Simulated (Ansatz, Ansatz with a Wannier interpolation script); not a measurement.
# From a coarse GW mesh to bands everywhere: BiOCl (P4/nmm), part 2 of 2

Wanted: quasiparticle gap and band widths of BiOCl (P4/nmm) over the whole zone.

Ansatz 0.2.0; LDA, Wannier functions and G0W0, plane waves, PAW. Known limits of the many-body steps: not at the basis limit; no spin-orbit coupling; coarse k mesh.

So far. Step 3 (Wannier functions (Bi:6p Cl:3p O:2p) on 8×8×4): Near the gap the model misses directly solved bands by 0.5 meV r.m.s. and by 8 meV at most in the window tested. This tests the starting bands, not the corrections carried with them. Step 4 (G0W0 at every point of the mesh: 4×4×2 mesh, 462 empty …): The gap on the mesh goes from 2.57 eV to 3.68 eV, a correction of +1.11 eV, though a band edge has moved to another state. The start differs from the 2.49 eV found before because this mesh misses an edge.

### 5. Interpolating the corrections (continued)

The density of states has structure finer than the step of the table below, so its rows give means over 0.5 eV, whole bins alone (the curve runs from -6 to 6.4 eV). Peaks (eV: height): G0W0 -4.50: 4.66, -3.20: 5.01, -1.00: 10.5; LDA -4.60: 4.55, -0.90: 12.0, 5.20: 5.43.

Wannier model on a dense mesh, Gaussian width 0.15 eV. Limits: finite bands, cutoff and mesh; no spin-orbit coupling; coarse k mesh. Table of density of states by energy, zero at the valence-band top of each set; means over each step; values in states/eV/cell:

| energy (eV) | G0W0 | LDA |
| --- | --- | --- |
| -5.5 | 1.7e-4 | 0.00191 |
| -5.0 | 0.755 | 1.31 |
| -4.5 | 3.99 | 3.78 |
| -4.0 | 2.64 | 2.24 |
| -3.5 | 3.57 | 3.04 |
| -3.0 | 4.31 | 4.15 |
| -2.5 | 4.23 | 4.19 |
| -2.0 | 4.46 | 3.96 |
| -1.5 | 7.19 | 6.05 |
| -1.0 | 9.55 | 9.92 |
| -0.5 | 6.06 | 7.72 |
| 0.0 | 1.26 | 1.64 |
| 0.5 | 0.00182 | 0.00227 |
| 1.0 | 0 | 0 |
| 1.5 | 0 | 0 |
| 2.0 | 0 | 1.2e-4 |
| 2.5 | 0 | 0.0410 |
| 3.0 | 1.1e-5 | 0.276 |
| 3.5 | 0.0178 | 1.14 |
| 4.0 | 0.170 | 2.83 |
| 4.5 | 0.711 | 3.29 |
| 5.0 | 2.02 | 4.63 |
| 5.5 | 3.09 | 4.54 |
| 6.0 | 3.16 | 4.14 |

Corrections by starting level (eV, on the run's own energy scale, so only their differences matter):

```
start  correction
-4.87       −0.39
-4.36       −0.42
-3.30       −0.58
-3.00       −0.37
-2.15       −0.81
-1.75       −0.62
-1.31       −0.88
-0.95       −0.83
-0.82       −0.72
-0.62       −0.60
-0.32       −0.57
-0.01       −0.51
 2.57       +0.60
 3.45       +0.67
 4.57       +0.73
 5.25       +0.83
 5.77       +0.88
 6.72       +0.92
```

### 6. LDA+SOC bands, for comparison

The many-body steps leave out spin-orbit coupling, so its effect is taken from a two-component run, with twice the bands.

This step: DFT, LDA with spin-orbit coupling, plane waves, PAW.

Input file input.yaml:

```yaml
crystal:
  lattice:
    - [3.88551, 0.0, 0.0]
    - [0.0, 3.88551, 0.0]
    - [0.0, 0.0, 7.3489]
  atoms:
    - { symbol: Bi, position: [0.5, 0.0, 0.32904] }
    - { symbol: Bi, position: [0.0, 0.5, 0.67096] }
    - { symbol: Cl, position: [0.0, 0.5, 0.1472] }
    - { symbol: Cl, position: [0.5, 0.0, 0.8528] }
    - { symbol: O, position: [0.0, 0.0, 0.5] }
    - { symbol: O, position: [0.5, 0.5, 0.5] }
kpoints:
  mp_grid: { grid: [4, 4, 2] }
  band_path:
    path:
      - [[0.0, 0.0, 0.0], [0.0, 0.5, 0.0], [0.5, 0.5, 0.0], [0.0, 0.0, 0.0], [0.0, 0.0, 0.5], [0.0, 0.5, 0.5], [0.5, 0.5, 0.5], [0.0, 0.0, 0.5]]
      - [[0.0, 0.5, 0.0], [0.0, 0.5, 0.5]]
      - [[0.5, 0.5, 0.0], [0.5, 0.5, 0.5]]
    npoints: 10
hamiltonian:
  xc: lda
scf:
  occupations: { method: fermi_dirac, width: 0.02 }
  n_extra_bands: 12
magnetization:
  noncollinear: true
  spin_orbit: true
output:
  eigenvalues: true
```

Run with:

```console
ansatz run input.yaml --threads 3 --pin off --max-ram 92160MiB --backend cuda --events-out ev --progress --plain --runs-dir out --devices 1 --max-vram 13GiB
```

Run time: 9.4 s. Hardware: 1 × NVIDIA H100 80GB HBM3 (shared by 6 runs) with 3 threads of AMD EPYC 7R13 (Zen 3), shared host; peak memory 1.4 GiB; 10 s of CPU time.

This step gave:

* filled bands: 56
* gap: 2.186 eV
* valence top at: k = (0.000, 0.400, 0.500)
* conduction bottom at: Z
* least direct gap: 2.525 eV

The gap stands −0.30 eV against LDA.

The electronic bands at the labelled points (eV, zero at the top of the highest nominally filled band):

```
    point  band 53  band 54  band 55  band 56  band 57  band 58  band 59  band 60
        Γ    -0.94    -0.94    -0.80    -0.80     2.62     2.62     2.88     2.88
  halfway    -0.43    -0.43    -0.27    -0.27     3.16     3.16     3.70     3.70
        X    -0.10    -0.10    -0.10    -0.10     3.61     3.61     3.61     3.61
  halfway    -0.72    -0.72    -0.71    -0.71     3.52     3.52     4.05     4.05
        M    -0.71    -0.71    -0.71    -0.71     3.52     3.52     3.52     3.52
  halfway    -0.52    -0.52    -0.39    -0.39     3.08     3.08     4.05     4.05
        Γ    -0.94    -0.94    -0.80    -0.80     2.62     2.62     2.88     2.88
  halfway    -0.73    -0.73    -0.55    -0.55     2.38     2.38     2.63     2.63
        Z    -0.46    -0.46    -0.34    -0.34     2.19     2.19     2.27     2.27
  halfway    -0.57    -0.57    -0.19    -0.19     3.16     3.16     3.44     3.44
        R    -0.09    -0.09    -0.09    -0.09     3.51     3.51     3.51     3.51
  halfway    -0.68    -0.68    -0.60    -0.60     3.25     3.25     3.83     3.83
        A    -0.79    -0.79    -0.79    -0.79     3.88     3.88     3.88     3.88
  halfway    -0.59    -0.59    -0.33    -0.33     2.72     2.72     4.20     4.20
        Z    -0.46    -0.46    -0.34    -0.34     2.19     2.19     2.27     2.27
jump to X    -0.10    -0.10    -0.10    -0.10     3.61     3.61     3.61     3.61
  halfway    -0.10    -0.10    -0.10    -0.10     3.56     3.56     3.56     3.56
        R    -0.09    -0.09    -0.09    -0.09     3.51     3.51     3.51     3.51
jump to M    -0.71    -0.71    -0.71    -0.71     3.52     3.52     3.52     3.52
  halfway    -0.79    -0.79    -0.79    -0.79     3.70     3.70     3.70     3.70
        A    -0.79    -0.79    -0.79    -0.79     3.88     3.88     3.88     3.88
```

### 7. Results

```yaml
lda_gap: 2.49 eV
g0w0_gap_over_the_zone: 3.58 eV, indirect
least_direct_g0w0_gap_in_the_model: 3.87 eV
with_the_spin_orbit_change: 3.28 eV
gw_settings: 4×4×2 mesh, 462 empty bands, screening to 150 eV
known_limits: not at the basis limit; no spin-orbit coupling; coarse k mesh
```

What this shows: The Wannier model follows the LDA bands to under 1 meV r.m.s. near the gap. The G0W0 gap over the zone is 3.58 eV, indirect, from k = (0.000, 0.364, 0.500) to Z; on the mesh alone it is 3.68 eV, and a rigid shift of the LDA bands would give 3.60 eV. The valence width in the model goes from 5.01 eV to 4.92 eV. LDA+SOC gives a gap of 2.19 eV on the same path, a spin-orbit change of −0.30 eV that would bring the G0W0 gap to 3.28 eV. Against experiment, by G0W0@LDA with the spin-orbit change: the gap of 3.28 eV lies −0.08 eV from the measured 3.36 eV (optical, 2021); the gap of 3.28 eV lies −0.16 eV from the measured 3.44 eV (optical, 2022). An exciton line or allowed optical edge lies below the quasiparticle gap by the binding energy; a forbidden edge can push the onset above it. The calculation has static nuclei and no excitons; a measured gap holds zero-point and thermal motion, which mostly lowers it. Bands and cutoff are finite, so the gap is not at the basis limit. The miss can reach some tenths of an eV and take either sign; the mesh is an error of its own. Above the frozen window of the model the interpolated levels need not meet the computed ones, even at points of the mesh. The 4×4×2 mesh is coarse for this cell (its supercell is 15 Å along the shortest edge). The RPA ε∞ on it, from the LDA start, is 5.29 and 6.63; such meshes misread the long-range screening, most where the gap is narrow. Where an edge is built on 6p states of lead, bismuth or thallium, scalar-relativistic gaps usually stand too wide, by a few tenths to over one eV.

[Paths, hosts, dates, memory and timing lines, banners, echoed tables and standing remarks are left out of the program output.]

[Logs are printed without paths, hosts, clocks, repeated set-up lines and the standing remarks that a program may print on its own settings, such as how far it seeks lower states.]

[Runs of the session that timed out or met a known fault of the program may be left out.]

[Hosts, paths, dates, database ids (printed as entryN), source tags and the programs' standing remarks are cut or masked in the printed files.]
